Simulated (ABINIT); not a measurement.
# SiC (F-43m): G0W0 in ABINIT against the plane-wave cutoff

Wanted: the cheapest plane-wave cutoff that holds the gap of SiC (F-43m).

Calculated with ABINIT 10.8.3; PBE and many-body steps on it, plane waves.

Report form: the programs' logs are mostly left out.

## (1) The structure

It takes space group F-43m (No. 216, cubic). The conventional cell has a = 4.358 Å, b = 4.358 Å, c = 4.358 Å, α = 90.00°, β = 90.00°, γ = 90.00°. Si has 4 C at 1.89 Å nearest. Nearest to C lie 4 Si at 1.89 Å. Farther neighbours are not listed.

The cell and positions come from the Crystallography Open Database and are kept as given unless a step says otherwise.

## (2) Empty states on the mesh, 6×6×6 mesh, 387 bands

This step: ABINIT 10.8.3; DFT, PBE, plane waves, norm-conserving pseudopotentials.

The sums over transitions need many empty states on a uniform mesh; this step solves for them.

File run.abi:

```
acell 3*1.0 Angstrom
rprim 
  -0.000000000000 2.179000000000 2.179000000000
  2.179000000000 0.000000000000 2.179000000000
  2.179000000000 2.179000000000 -0.000000000000
ntypat 2
znucl 14 6
natom 2
typat 1 2
xred 
  0.000000000000 0.000000000000 0.000000000000
  0.250000000000 0.250000000000 0.250000000000
pp_dirpath "pseudos"
pseudos "Si.upf, C.upf"
ecut 37
ngkpt 6 6 6
nshiftk 1
shiftk 0 0 0
kptopt 1
chksymbreak 0
irdden 1
istwfk *1
nband 387
prtvol 0
optdriver 6
gwr_task "HDIAGO"
paral_kgb 0
occopt 1
indata_prefix "in"
outdata_prefix "out"
tmpdata_prefix "tmp"
```

Started as:

```
OMP_NUM_THREADS=1 mpirun -n 4 abinit run.abi > log
```

Run time: 16 s. Hardware: 4 MPI ranks of Intel Xeon 6975P-C (Granite Rapids), shared host; peak memory 0.78 GiB; 64 s of CPU time.

This step gave:

```yaml
gap: 1.361 eV
k_of_the_valence_top: 0, 0, 0
k_of_the_conduction_bottom: 0.5, 0.5, 0
least_direct_gap: 4.553 eV
k_points_computed: 16
lowest_point_of_the_top_converged_band_above_the_valence_top: 378.4276 eV
```

On this mesh the gap is 1.361 eV.

The density comes from a self-consistent run that is not shown.

## (3) Empty states on the mesh, 6×6×6 mesh, 107 bands

run.abi: that of step 2 with these lines changed.

```diff
@@ -14,3 +14,3 @@
 pseudos "Si.upf, C.upf"
-ecut 37
+ecut 22
 ngkpt 6 6 6
@@ -22,3 +22,3 @@
 istwfk *1
-nband 387
+nband 107
 prtvol 0
```

Run time: 4.4 s. Hardware: 4 MPI ranks; peak memory 0.35 GiB; 17 s of CPU time.

Numbers from this step:

| Quantity | Value |
| --- | --- |
| gap | 1.336 eV |
| k of the valence top | 0, 0, 0 |
| k of the conduction bottom | 0.5, 0.5, 0 |
| least direct gap | 4.537 eV |
| k points computed | 16 |
| lowest point of the top converged band, above the valence top | 141.2945 eV |

On this mesh the gap is 1.336 eV.

## (4) Empty states on the mesh, 6×6×6 mesh, 107 bands

run.abi: that of step 3 with these lines changed.

```diff
@@ -14,3 +14,3 @@
 pseudos "Si.upf, C.upf"
-ecut 22
+ecut 30
 ngkpt 6 6 6
```

The job ended after 7.7 s (4 MPI ranks; peak memory 0.49 GiB).

This step gave:

| Property | Result |
| --- | --- |
| gap | 1.355 eV |
| k of the valence top | 0, 0, 0 |
| k of the conduction bottom | 0.5, 0.5, 0 |
| least direct gap | 4.551 eV |
| k points computed | 16 |
| lowest point of the top converged band, above the valence top | 141.1669 eV |

On this mesh the gap is 1.355 eV.

## (5) Empty states on the mesh, 6×6×6 mesh, 107 bands

run.abi: that of step 4 with these lines changed.

```diff
@@ -14,3 +14,3 @@
 pseudos "Si.upf, C.upf"
-ecut 30
+ecut 46
 ngkpt 6 6 6
```

It took 41 s on 4 MPI ranks; peak memory 1.2 GiB.

Numbers from this step:

| Quantity | Value |
| --- | --- |
| gap | 1.362 eV |
| k of the valence top | 0, 0, 0 |
| k of the conduction bottom | 0.5, 0.5, 0 |
| least direct gap | 4.553 eV |
| k points computed | 16 |
| lowest point of the top converged band, above the valence top | 141.1313 eV |

On this mesh the gap is 1.362 eV.

## (6) Screening, 6×6×6 mesh, 99 bands, screening to 261.2 eV

The RPA dielectric matrix is built and inverted for each q.

This step: RPA screening on PBE, plane waves, norm-conserving pseudopotentials.

run.abi: that of step 5 with these lines changed.

```diff
@@ -14,3 +14,3 @@
 pseudos "Si.upf, C.upf"
-ecut 46
+ecut 22
 ngkpt 6 6 6
@@ -20,10 +20,11 @@
 chksymbreak 0
-irdden 1
 istwfk *1
-nband 107
-prtvol 0
-optdriver 6
-gwr_task "HDIAGO"
-paral_kgb 0
 occopt 1
+irdwfk 1
+optdriver 3
+nband 99
+ecuteps 9.6
+inclvkb 2
+awtr 1
+symchi 1
 indata_prefix "in"
```

Run time: 55 s. Hardware: 4 MPI ranks; peak memory 0.73 GiB.

Numbers from this step:

```yaml
eps_infinity_with_local_fields_on_this_mesh_along_the_program_s_q_direction: 7.148
the_same_without_local_fields: 7.818
plasma_frequency: 23.09 eV
plane_waves_in_the_screening_matrix: 181
```

Local fields lower ε∞ by 9 %.

## (7) 22 Ha

This step: G0W0 on PBE, plane waves, norm-conserving pseudopotentials.

run.abi: that of step 6 with these lines changed.

```diff
@@ -23,8 +23,17 @@
 irdwfk 1
-optdriver 3
+optdriver 4
 nband 99
+gwcalctyp 0
+ecutsigx 22
+symsigma 1
+nkptgw 2
+kptgw 
+  0.0000000000 0.0000000000 0.0000000000
+  0.5000000000 0.5000000000 0.0000000000
+bdgw 
+  2 8
+  3 6
 ecuteps 9.6
-inclvkb 2
-awtr 1
-symchi 1
+irdscr 1
+ppmodel 1
 indata_prefix "in"
```

Elapsed: 13 s, on 4 MPI ranks; peak memory 0.79 GiB.

This step gave:

| Property | Result |
| --- | --- |
| G0W0 gap on the points computed | 2.051 eV |
| starting gap on the mesh | 1.336 eV |
| k of the valence top | 0, 0, 0 |
| k of the conduction bottom | 0.5, 0.5, 0 |
| Z at the valence top | 0.793 |
| Z at the conduction bottom | 0.82 |
| least direct G0W0 gap on the computed points | 5.563 eV |

## (8) Screening, 6×6×6 mesh, 99 bands, screening to 261.2 eV

This step: RPA screening on PBE, plane waves, norm-conserving pseudopotentials.

run.abi: that of step 7 with these lines changed.

```diff
@@ -14,3 +14,3 @@
 pseudos "Si.upf, C.upf"
-ecut 22
+ecut 30
 ngkpt 6 6 6
@@ -23,17 +23,8 @@
 irdwfk 1
-optdriver 4
+optdriver 3
 nband 99
-gwcalctyp 0
-ecutsigx 22
-symsigma 1
-nkptgw 2
-kptgw 
-  0.0000000000 0.0000000000 0.0000000000
-  0.5000000000 0.5000000000 0.0000000000
-bdgw 
-  2 8
-  3 6
 ecuteps 9.6
-irdscr 1
-ppmodel 1
+inclvkb 2
+awtr 1
+symchi 1
 indata_prefix "in"
```

The job ended after 56 s (4 MPI ranks; peak memory 0.75 GiB; 3.7 min of CPU time).

Numbers from this step:

- ε∞ with local fields, on this mesh, along the program's q direction: 7.090
- the same without local fields: 7.752
- plasma frequency: 23.09 eV
- plane waves in the screening matrix: 181

## (9) 30 Ha

The self-energy is evaluated for the states that the input lists, and the levels follow from it, in one-shot runs by the linearised quasiparticle equation.

This step: G0W0 on PBE, plane waves, norm-conserving pseudopotentials.

run.abi: that of step 8 with these lines changed.

```diff
@@ -23,8 +23,17 @@
 irdwfk 1
-optdriver 3
+optdriver 4
 nband 99
+gwcalctyp 0
+ecutsigx 30
+symsigma 1
+nkptgw 2
+kptgw 
+  0.0000000000 0.0000000000 0.0000000000
+  0.5000000000 0.5000000000 0.0000000000
+bdgw 
+  2 8
+  3 6
 ecuteps 9.6
-inclvkb 2
-awtr 1
-symchi 1
+irdscr 1
+ppmodel 1
 indata_prefix "in"
```

It took 13 s on 4 MPI ranks; peak memory 0.81 GiB; 52 s of CPU time.

Numbers from this step:

```yaml
g0w0_gap_on_the_points_computed: 2.080 eV
starting_gap_on_the_mesh: 1.355 eV
k_of_the_valence_top: 0, 0, 0
k_of_the_conduction_bottom: 0.5, 0.5, 0
z_at_the_valence_top: 0.792
z_at_the_conduction_bottom: 0.82
least_direct_g0w0_gap_on_the_computed_points: 5.583 eV
```

The gap on the mesh goes from 1.36 eV to 2.08 eV, a correction of +0.72 eV.

## (10) Screening, 6×6×6 mesh, 99 bands, screening to 261.2 eV

This step: RPA screening on PBE, plane waves, norm-conserving pseudopotentials.

run.abi: that of step 9 with these lines changed.

```diff
@@ -14,3 +14,3 @@
 pseudos "Si.upf, C.upf"
-ecut 30
+ecut 37
 ngkpt 6 6 6
@@ -23,17 +23,8 @@
 irdwfk 1
-optdriver 4
+optdriver 3
 nband 99
-gwcalctyp 0
-ecutsigx 30
-symsigma 1
-nkptgw 2
-kptgw 
-  0.0000000000 0.0000000000 0.0000000000
-  0.5000000000 0.5000000000 0.0000000000
-bdgw 
-  2 8
-  3 6
 ecuteps 9.6
-irdscr 1
-ppmodel 1
+inclvkb 2
+awtr 1
+symchi 1
 indata_prefix "in"
```

The job ended after 57 s (4 MPI ranks; peak memory 0.78 GiB; 3.8 min of CPU time).

This step gave:

| Item | Value |
| --- | --- |
| ε∞ with local fields, on this mesh, along the program's q direction | 7.082 |
| the same without local fields | 7.743 |
| plasma frequency | 23.09 eV |
| plane waves in the screening matrix | 181 |

## (11) 37 Ha

This step: G0W0 on PBE, plane waves, norm-conserving pseudopotentials.

run.abi: that of step 10 with these lines changed.

```diff
@@ -23,8 +23,17 @@
 irdwfk 1
-optdriver 3
+optdriver 4
 nband 99
+gwcalctyp 0
+ecutsigx 37
+symsigma 1
+nkptgw 2
+kptgw 
+  0.0000000000 0.0000000000 0.0000000000
+  0.5000000000 0.5000000000 0.0000000000
+bdgw 
+  2 8
+  3 6
 ecuteps 9.6
-inclvkb 2
-awtr 1
-symchi 1
+irdscr 1
+ppmodel 1
 indata_prefix "in"
```

The job ended after 14 s (4 MPI ranks; peak memory 0.83 GiB; 54 s of CPU time).

Numbers from this step:

```
G0W0 gap on the points computed              : 2.088 eV
starting gap on the mesh                     : 1.361 eV
k of the valence top                         : 0, 0, 0
k of the conduction bottom                   : 0.5, 0.5, 0
least direct G0W0 gap on the computed points : 5.587 eV
```

Against the run before, the gap moves by +0.008 eV.

## (12) Screening, 6×6×6 mesh, 99 bands, screening to 261.2 eV

This step: RPA screening on PBE, plane waves, norm-conserving pseudopotentials.

run.abi: that of step 11 with these lines changed.

```diff
@@ -14,3 +14,3 @@
 pseudos "Si.upf, C.upf"
-ecut 37
+ecut 46
 ngkpt 6 6 6
@@ -23,17 +23,8 @@
 irdwfk 1
-optdriver 4
+optdriver 3
 nband 99
-gwcalctyp 0
-ecutsigx 37
-symsigma 1
-nkptgw 2
-kptgw 
-  0.0000000000 0.0000000000 0.0000000000
-  0.5000000000 0.5000000000 0.0000000000
-bdgw 
-  2 8
-  3 6
 ecuteps 9.6
-irdscr 1
-ppmodel 1
+inclvkb 2
+awtr 1
+symchi 1
 indata_prefix "in"
```

The job ended after 49 s (4 MPI ranks; peak memory 0.86 GiB).

Numbers from this step:

```
ε∞ with local fields, on this mesh, along the program's q direction : 7.081
the same without local fields                                       : 7.743
plasma frequency                                                    : 23.09 eV
plane waves in the screening matrix                                 : 181
```

## (13) 46 Ha

This step: G0W0 on PBE, plane waves, norm-conserving pseudopotentials.

run.abi: that of step 12 with these lines changed.

```diff
@@ -23,8 +23,17 @@
 irdwfk 1
-optdriver 3
+optdriver 4
 nband 99
+gwcalctyp 0
+ecutsigx 46
+symsigma 1
+nkptgw 2
+kptgw 
+  0.0000000000 0.0000000000 0.0000000000
+  0.5000000000 0.5000000000 0.0000000000
+bdgw 
+  2 8
+  3 6
 ecuteps 9.6
-inclvkb 2
-awtr 1
-symchi 1
+irdscr 1
+ppmodel 1
 indata_prefix "in"
```

It took 13 s on 4 MPI ranks; peak memory 0.9 GiB; 52 s of CPU time.

Numbers from this step:

| Quantity | Value |
| --- | --- |
| G0W0 gap on the points computed | 2.089 eV |
| starting gap on the mesh | 1.362 eV |
| k of the valence top | 0, 0, 0 |
| k of the conduction bottom | 0.5, 0.5, 0 |
| least direct G0W0 gap on the computed points | 5.587 eV |

Against the run before, the gap moves by +0.001 eV.

## (14) Side by side

Times are wall times on 4 MPI ranks of Intel Xeon 6975P-C (Granite Rapids), shared host, good to a factor of about two. A run's time includes the screening step that it read.

| run | mesh | bands | screening cutoff (eV) | DFT gap (eV) | gap on the mesh (eV) | direct (eV) | ε∞ used | time |
| --- | --- | --- | --- | --- | --- | --- | --- | --- |
| 22 Ha | 6×6×6 | 99 | 261.2 | 1.336 | 2.051 | 5.563 | 7.15 | 68 s |
| 30 Ha | 6×6×6 | 99 | 261.2 | 1.355 | 2.080 | 5.583 | 7.09 | 70 s |
| 37 Ha | 6×6×6 | 99 | 261.2 | 1.361 | 2.088 | 5.587 | 7.08 | 70 s |
| 46 Ha | 6×6×6 | 99 | 261.2 | 1.362 | 2.089 | 5.587 | 7.08 | 62 s |

## (15) What came out

```json
{"22 Ha": "2.051 eV", "30 Ha": "2.080 eV", "37 Ha": "2.088 eV", "46 Ha": "2.089 eV", "known limits": "not at the basis limit"}
```

What this shows: The setting moved: plane-wave cutoff. From 22 Ha to 46 Ha the gap moves by +0.04 eV. It holds to 0.03 eV from 30 Ha on. Bands and screening cutoff are coupled, so a series along one setting does not show full convergence. Bands and cutoff are finite, so the gap is not at the basis limit. The miss can reach some tenths of an eV and take either sign; the mesh is an error of its own. In the G0W0 runs levels were corrected at 2 k points alone, so a gap called «on the mesh» is the least over those, and an edge elsewhere would be missed.

[Paths, hosts, dates, memory and timing lines, banners, echoed tables and standing remarks are left out of the program output.]

[Logs are printed without paths, hosts, clocks, repeated set-up lines and the standing remarks that a program may print on its own settings, such as how far it seeks lower states.]

[Runs of the session that timed out or met a known fault of the program may be left out.]

[Hosts, paths, dates, database ids (printed as entryN), source tags and the programs' standing remarks are cut or masked in the printed files.]

[G0W0 gaps are taken among the corrected bands and points alone; a level outside them can change the order at an edge.]

[Where Ansatz stands beside ABINIT at settings called matched, ABINIT's density can come from a denser mesh and the files from another edition; pairs whose starting gaps differed by over 0.03 eV were left out, so agreement reads better than it is.]
